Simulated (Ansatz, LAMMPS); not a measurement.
# Relaxing glassy 73SiO2-12SrO-7K2O-7P2O5 (mol %) (130 atoms)

How does glassy 73SiO2-12SrO-7K2O-7P2O5 (mol %) (130 atoms) relax, and what do bonds, charges and levels look like afterwards?

Main program and level: Ansatz 0.2.0; Kohn-Sham DFT, PBE, PAW (set soft_2), plane waves.

## Step 1: The structure

The cell holds 130 atoms: 30 Si, 5 Sr, 6 K, 6 P and 83 O. Cell: a = 12.442 Å, b = 12.442 Å, c = 12.442 Å, α = 90.0°, β = 90.0°, γ = 90.0°. 130 atoms (30 Si, 5 Sr, 6 K, 6 P, 83 O) placed at random at 2.55 g/cm³, melted at 4000 K for 10 ps at fixed volume with the Morse and Coulomb pair potential with partial charges (Pedone, Malavasi, Menziani, Cormack and Segre, J. Phys. Chem. B 110, 11780 (2006)). Quenched from 4000 K to 300 K at 50 K/ps and fixed volume, held 10 ps at zero pressure, then minimised at fixed cell.

Limits known from the start: The quench rate of 50 K/ps is orders of magnitude faster than experiment, which tends to freeze in extra defects. The network of bonds at the start is that of the classical potential that made the cell. The Brillouin zone is sampled at Γ only, in a cell whose shortest periodic width is 12 Å.

## Step 2: Single point at the start

A single point comes first, to see the forces before anything moves.

input.yaml reads:

```yaml
crystal:
  lattice:
    - [12.44197, 0.0, 0.0]
    - [0.0, 12.44197, 0.0]
    - [0.0, 0.0, 12.44197]
  atoms:
    - { symbol: Si, position: [0.679, 0.64884, 0.37488] }
    - { symbol: Si, position: [0.72286, 0.28516, 0.11365] }
    - { symbol: Si, position: [0.04865, 0.19834, 0.8714] }
    - { symbol: Si, position: [0.74646, 0.10106, 0.75254] }
    [... 120 atom lines left out ...]
    - { symbol: O, position: [0.0569, 0.85697, 0.68685] }
    - { symbol: O, position: [0.60185, 0.23867, 0.10581] }
    - { symbol: O, position: [0.09372, 0.55305, 0.26345] }
    - { symbol: O, position: [0.22102, 0.00717, 0.63956] }
    - { symbol: O, position: [0.14213, 0.68162, 0.67944] }
    - { symbol: O, position: [0.54504, 0.40349, 0.56735] }
kpoints:
  mp_grid: { grid: [1, 1, 1] }
hamiltonian:
  xc: pbe
scf:
  occupations: { method: fermi_dirac, width: 0.025 }
output:
  forces: true
  stress: true
  populations: true
  dos:
    method: { smearing: { sigma: 0.08 } }
    de: 0.1
    projected: { site_lists: { K: [K], O: [O], P: [P], Si: [Si], Sr: [Sr] } }
  eigenvalues: true
```

The run is started by

```sh
$ ansatz run input.yaml --threads 4 --pin off --max-ram 8192MiB --backend cpu --events-out ev --progress --plain --runs-dir out
```

Elapsed: 41 s, on 4 threads of Arm Neoverse V2, shared host; peak memory 2.9 GiB.

The run gave:

| Property | Result |
| --- | --- |
| free energy | -97778.9084 eV |
| free energy per atom | -752.1454 eV/atom |
| SCF cycles | 9 |
| pressure | 4.037 GPa |
| r.m.s. force component | 0.9905 eV/Å |
| longest force | 3.928 eV/Å |
| Fermi energy | 5.78 eV |
| gap (highest filled to lowest empty level) | 2.73 eV |
| spilling of the projection | 0.01367 |

The r.m.s. force component of 0.99 eV/Å and the pressure of 4.0 GPa set the starting point.

Length of the force by element:

| element | coordination | atoms | mean length of the force (eV/Å) | spread | least | most |
| --- | --- | --- | --- | --- | --- | --- |
| K | all | 6 | 0.410 | 0.206 | 0.195 | 0.757 |
| O | all | 83 | 1.50 | 0.693 | 0.276 | 3.36 |
| P | all | 6 | 2.43 | 0.959 | 0.813 | 3.93 |
| Si | all | 30 | 1.72 | 0.648 | 0.559 | 2.95 |
| Sr | all | 5 | 1.48 | 0.513 | 1.08 | 2.34 |

## Step 3: Relaxation

With the cell held, the atoms are moved downhill towards a nearby minimum.

input.yaml, the sections that differ from step 2:

```yaml
output:
  forces: true
relax:
  f_tol: 0.05
  max_steps: 195
# crystal, kpoints, hamiltonian, scf: as in step 2
```

It took 7 min on 4 threads; peak memory 2.9 GiB.

The steps of the relaxation (22 of 23):

| step | energy less that of the first step (eV) | largest force component (eV/Å) |
| --- | --- | --- |
| 1 | 0.0000 | 3.5996 |
| 2 | -3.4794 | 2.4253 |
| 3 | -6.2139 | 1.1579 |
| 4 | -6.8860 | 0.7155 |
| 5 | -7.2794 | 0.4539 |
| 6 | -7.4370 | 0.4112 |
| 7 | -7.5354 | 0.2764 |
| 8 | -7.6089 | 0.2911 |
| 9 | -7.7057 | 0.3291 |
| 10 | -7.7858 | 0.4207 |
| 11 | -7.8789 | 0.7006 |
| 13 | -8.1100 | 0.9071 |
| 14 | -8.2141 | 0.9175 |
| 15 | -8.3027 | 0.7917 |
| 16 | -8.3695 | 0.3158 |
| 17 | -8.4051 | 0.1971 |
| 18 | -8.4158 | 0.1074 |
| 19 | -8.4223 | 0.0712 |
| 20 | -8.4272 | 0.0887 |
| 21 | -8.4305 | 0.1106 |
| 22 | -8.3660 | 0.3452 |
| 23 | -8.4362 | 0.0364 |

Relaxation step 22 was tried and not accepted.

The atoms that moved most (Å):

| atom | dx | dy | dz | length |
| --- | --- | --- | --- | --- |
| O96 | 1.868 | -0.006 | -0.160 | 1.875 |
| O107 | 0.669 | 0.966 | -0.295 | 1.212 |
| O57 | -0.574 | 0.149 | 1.049 | 1.205 |
| O118 | 0.783 | -0.836 | -0.149 | 1.155 |
| O55 | 0.859 | 0.349 | -0.145 | 0.939 |
| P43 | 0.905 | -0.101 | -0.216 | 0.936 |
| O115 | 0.288 | 0.753 | 0.296 | 0.859 |
| O49 | 0.583 | -0.476 | -0.063 | 0.756 |

The relaxation changed the energy by -64.9 meV/atom, and atoms moved by 0.39 Å r.m.s., 1.9 Å at most.

## Step 4: Distances and neighbours after relaxation

Density 2.61 g/cm³, 14.82 Å³ an atom.

Pair distribution functions g(r), in bins of 0.2 Å:

| r (Å) | total | O-O | O-Si | O-K | O-P | O-Sr | Si-Si |
| --- | --- | --- | --- | --- | --- | --- | --- |
| 1.40 | 0.12 | 0.00 | 0.00 | 0.00 | 2.12 | 0.00 | 0.00 |
| 1.60 | 4.73 | 0.00 | 13.44 | 0.00 | 13.13 | 0.00 | 0.00 |
| 1.80 | 0.09 | 0.00 | 0.31 | 0.00 | 0.00 | 0.00 | 0.00 |
| 2.00 | 0.00 | 0.00 | 0.00 | 0.00 | 0.00 | 0.00 | 0.00 |
| 2.20 | 0.00 | 0.00 | 0.00 | 0.00 | 0.00 | 0.00 | 0.00 |
| 2.40 | 0.39 | 0.40 | 0.00 | 0.25 | 0.00 | 4.22 | 0.00 |
| 2.60 | 2.15 | 4.71 | 0.00 | 2.06 | 0.00 | 2.21 | 0.00 |
| 2.80 | 1.05 | 2.04 | 0.00 | 1.73 | 0.00 | 1.41 | 0.62 |
| 3.00 | 0.72 | 0.39 | 0.13 | 2.71 | 0.17 | 0.41 | 4.11 |
| 3.20 | 0.72 | 0.57 | 0.42 | 0.75 | 0.62 | 0.00 | 3.85 |
| 3.40 | 0.82 | 0.75 | 1.06 | 0.66 | 1.20 | 0.33 | 0.15 |
| 3.60 | 0.92 | 0.72 | 1.31 | 0.82 | 1.30 | 0.69 | 0.00 |
| 3.80 | 1.02 | 0.66 | 1.54 | 0.95 | 0.63 | 0.53 | 0.12 |
| 4.00 | 1.17 | 0.64 | 1.85 | 0.66 | 1.71 | 1.14 | 0.43 |
| 4.20 | 1.31 | 0.95 | 2.01 | 1.04 | 1.14 | 1.04 | 0.96 |
| 4.40 | 0.91 | 0.81 | 1.06 | 0.71 | 1.19 | 1.33 | 0.98 |
| 4.60 | 0.94 | 1.11 | 0.49 | 1.38 | 1.23 | 0.87 | 1.69 |
| 4.80 | 1.08 | 1.27 | 0.80 | 1.27 | 1.00 | 1.36 | 0.66 |
| 5.00 | 1.27 | 1.65 | 0.70 | 1.80 | 1.11 | 1.41 | 1.43 |
| 5.20 | 1.01 | 1.20 | 0.78 | 0.91 | 0.62 | 1.09 | 1.44 |
| 5.40 | 0.88 | 1.01 | 0.61 | 1.06 | 0.95 | 0.77 | 1.41 |
| 5.60 | 0.88 | 0.77 | 1.00 | 0.99 | 0.78 | 1.01 | 0.76 |
| 5.80 | 0.95 | 0.80 | 1.15 | 0.86 | 0.64 | 1.00 | 1.27 |
| 6.00 | 0.94 | 0.89 | 1.06 | 0.81 | 0.94 | 0.73 | 0.65 |

## Step 5: Single point at the relaxed geometry

The electronic structure is read at the final geometry, in a run of its own.

input.yaml reads:

```yaml
crystal:
  lattice:
    - [12.44197, 0.0, 0.0]
    - [0.0, 12.44197, 0.0]
    - [0.0, 0.0, 12.44197]
  atoms:
    - { symbol: Si, position: [0.69709, 0.64045, 0.37866] }
    - { symbol: Si, position: [0.72315, 0.28514, 0.10558] }
    - { symbol: Si, position: [0.04487, 0.1933, 0.88033] }
    - { symbol: Si, position: [0.73579, 0.11722, 0.73978] }
    [... 120 atom lines left out ...]
    - { symbol: O, position: [0.07039, 0.8547, 0.70365] }
    - { symbol: O, position: [0.59804, 0.24067, 0.10581] }
    - { symbol: O, position: [0.09908, 0.55087, 0.26948] }
    - { symbol: O, position: [0.21777, 0.00393, 0.643] }
    - { symbol: O, position: [0.12961, 0.66074, 0.6636] }
    - { symbol: O, position: [0.50138, 0.42786, 0.58207] }
kpoints:
  mp_grid: { grid: [1, 1, 1] }
hamiltonian:
  xc: pbe
scf:
  occupations: { method: fermi_dirac, width: 0.025 }
output:
  forces: true
  stress: true
  populations: true
  dos:
    method: { smearing: { sigma: 0.15 } }
    de: 0.1
    projected: { site_lists: { K: [K], O: [O], P: [P], Si: [Si], Sr: [Sr] } }
  eigenvalues: true
  write_density: true
  write_potential: true
  volumetric_format: npy
```

Elapsed: 45 s, on 4 threads; peak memory 2.9 GiB; 2.9 min of CPU time.

The program notes that the exchange-correlation potential is rough where the density is thin.

Numbers from this run:

| Quantity | Value |
| --- | --- |
| free energy | -97787.3446 eV |
| free energy per atom | -752.2103 eV/atom |
| SCF cycles | 9 |
| pressure | 0.04222 GPa |
| r.m.s. force component | 0.00838 eV/Å |
| longest force | 0.03846 eV/Å |
| Fermi energy | 5.598 eV |
| gap (highest filled to lowest empty level) | 3.456 eV |
| spilling of the projection | 0.01359 |

Löwdin charges by element (they lack the spilled electrons, 0.079 e an atom on average):

| element | coordination | atoms | mean charge (e) | spread | least | most |
| --- | --- | --- | --- | --- | --- | --- |
| K | all | 6 | 0.856 | 0.0141 | 0.832 | 0.874 |
| O | all | 83 | -0.830 | 0.0762 | -1.06 | -0.740 |
| P | all | 6 | 2.14 | 0.0159 | 2.12 | 2.16 |
| Si | all | 30 | 1.74 | 0.0462 | 1.63 | 1.79 |
| Sr | all | 5 | 1.8 | 0.0139 | 1.79 | 1.83 |

States in the cell by windows of 1 eV, zero at the Fermi level; the larger projections on atomic orbitals stand beside the total:

| from (eV) | to (eV) | total | O p | Si p |
| --- | --- | --- | --- | --- |
| -10 | -9 | 29.3 | 21.5 | 4.4 |
| -9 | -8 | 39.0 | 30.0 | 7.1 |
| -8 | -7 | 30.6 | 22.9 | 2.0 |
| -7 | -6 | 62.7 | 52.3 | 4.3 |
| -6 | -5 | 90.8 | 81.5 | 3.5 |
| -5 | -4 | 94.8 | 88.6 | 1.8 |
| -4 | -3 | 61.0 | 57.8 | 0.9 |
| -3 | -2 | 35.0 | 33.2 | 0.7 |
| -2 | -1 | 3.9 | 3.7 | 0.1 |
| -1 | 1 | 0.0 | 0.0 | 0.0 |
| 1 | 2 | 2.0 | 0.0 | 0.1 |
| 2 | 3 | 3.7 | 0.3 | 0.4 |
| 3 | 4 | 18.7 | 1.5 | 3.0 |
| 4 | 5 | 45.3 | 3.8 | 10.7 |

Between -26 and -10 eV lie 283 more states.

The levels nearest the highest filled one (over half full), pooled over k-points and spins:

| level less the highest filled one (eV) | occupation |
| --- | --- |
| -0.714 | 2 |
| -0.699 | 2 |
| -0.678 | 2 |
| -0.573 | 2 |
| -0.139 | 2 |
| 0 | 2 |
| 3.46 | 0 |
| 4.55 | 0 |
| 4.63 | 0 |
| 4.76 | 0 |
| 4.97 | 0 |
| 5.05 | 0 |

Mean Löwdin charges: K +0.86, O -0.83, P +2.14, Si +1.74, Sr +1.80 e (they miss 1.4 % of the electrons, so they add up to more than the cell's charge).

## Step 6: What came out

| Item | Value |
| --- | --- |
| energy change in the relaxation | -64.89 meV/atom |
| r.m.s. displacement | 0.391 Å |
| largest displacement | 1.875 Å |
| free energy per atom | -752.2103 eV/atom |
| pressure | 0.04222 GPa |
| r.m.s. force component | 0.00838 eV/Å |
| gap (highest filled to lowest empty level) | 3.456 eV |
| wall time of the 3 DFT runs | 8.4 min |

Relaxation lowers the energy by 64.9 meV/atom and moves atoms by 0.39 Å r.m.s.; the r.m.s. force component goes from 0.99 to 0.0084 eV/Å, the pressure goes from 4.0 to 0.042 GPa, and the gap from 2.73 to 3.46 eV. From the first step to the last the energy fell by 8.436 eV, and the largest move was 1.88 Å (O96). The highest filled and lowest empty levels differ by 3.46 eV (at Γ alone); a semilocal functional tends to put such gaps too low. In a disordered cell it changes from sample to sample, and tail or defect levels can set it.

Caveats: The network of bonds at the start is that of the classical potential that made the cell; in DFT atoms moved by 0.39 Å r.m.s.

[Logs are printed without paths, hosts, clocks, repeated set-up lines and the standing remarks that a program may print on its own settings, such as how far it seeks lower states.]

[Hosts, paths, dates, database ids (printed as entryN), source tags and the programs' standing remarks are cut or masked in the printed files.]
